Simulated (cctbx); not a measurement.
# Accept or mend?

Cell a = 8.8150 Å, b = 8.8150 Å, c = 8.8150 Å, α = 90.00°, β = 90.00°, γ = 90.00°; space group Fm-3m (no. 225). The compound is Cs2LiCuF6.

The data are simulated with cctbx, not measured: synchrotron X-rays, λ = 0.6889 Å, to d = 0.75 Å, 50 % of the full sphere, strongest reflection 70000 counts, noise from counting, a 3 % proportional error and a noise floor of 15 counts (s.d.); no absorption.

An anisotropic refinement with weights 1/σ² prints:

```text
Rint 0.024, 66 unique reflections to 0.76 A
cycle     R1     wR2    GooF  max shift (A)
   1  0.0253  0.0606   5.148   0.00095
   2  0.0264  0.0537   4.562   0.00000
final R1 0.0264 wR2 0.0537 GooF 4.562  parameters 5  data/parameter 13.2
atom        x        y        z      Ueq    occ   su(xyz)  su(Uiso or U11)
Cs1    0.25000  0.75000  0.75000   0.0181  1.000  0.00000  0.0004
Cu1    0.00000  0.00000  0.00000   0.0127  1.000  0.00000  0.0005
F1     0.00000  0.00000  0.74706   0.0140  1.000  0.00035  0.0015
difference map: max 6.57 min -0.24 rms 0.27
Q1    0.0000  0.0000  0.5000    4    6.57  2.18 A from F1
Q2    0.2500  0.2500  0.2500    8    3.41  0.00 A from Cs1
Q3    0.0000  0.0000  0.0000    4    3.33  0.00 A from Cu1
Q4    0.0000  0.0000  0.2659   24    0.20  0.11 A from F1
Q5    0.1209  0.1209  0.3791   32    0.09  1.87 A from F1
Q6    0.0000  0.2078  0.2922   48    0.09  1.86 A from F1
```

**Question.** Can this result stand? If not, what is the likely fault?

Mend it. The fault: an atom left out, Li at (1/2, 0, 0). Against the right model at the same level, R1 goes from 0.0042 to 0.0264 and GooF from 0.83 to 4.56 and the top difference peak, 6.6 e/Å³, lies 2.18 Å from F1. Q1 is the missing atom. With scattering power missing, scale and phases suffer, so peaks may also grow on the heavy atoms.

The compound is Cs2LiCuF6. The right model at the same level gives:

```text
Rint 0.024, 66 unique reflections to 0.76 A
cycle     R1     wR2    GooF  max shift (A)
   1  0.0060  0.0158   1.352   0.00028
   2  0.0042  0.0097   0.834   0.00000
final R1 0.0042 wR2 0.0097 GooF 0.834  parameters 6  data/parameter 11.0
atom        x        y        z      Ueq    occ   su(xyz)  su(Uiso or U11)
Cs1    0.25000  0.75000  0.75000   0.0193  1.000  0.00000  0.0001
Cu1    0.00000  0.00000  0.00000   0.0131  1.000  0.00000  0.0001
F1     0.00000  0.00000  0.74698   0.0160  1.000  0.00007  0.0003
Li1    0.50000  0.00000  0.00000   0.0268  1.000  0.00000  0.0013
difference map: max 0.14 min -0.14 rms 0.04
Q1    0.0000  0.2500  0.2500   24    0.14  2.20 A from Cs1
Q2    0.1342  0.1342  0.1342   32    0.10  1.77 A from Cs1
Q3    0.0000  0.1921  0.3079   48    0.10  1.76 A from F1
Q4    0.0000  0.1393  0.2246   96    0.10  1.25 A from F1
Q5    0.0648  0.0648  0.1755   96    0.10  1.06 A from F1
Q6    0.1230  0.1230  0.3770   32    0.09  1.88 A from Li1
```

This is a model crystal, built by substitution and not relaxed, with assumed displacement parameters.

[Middle refinement cycles are left out of these outputs.]

[Logs are printed without paths, hosts, clocks, repeated set-up lines and the standing remarks that a program may print on its own settings, such as how far it seeks lower states.]
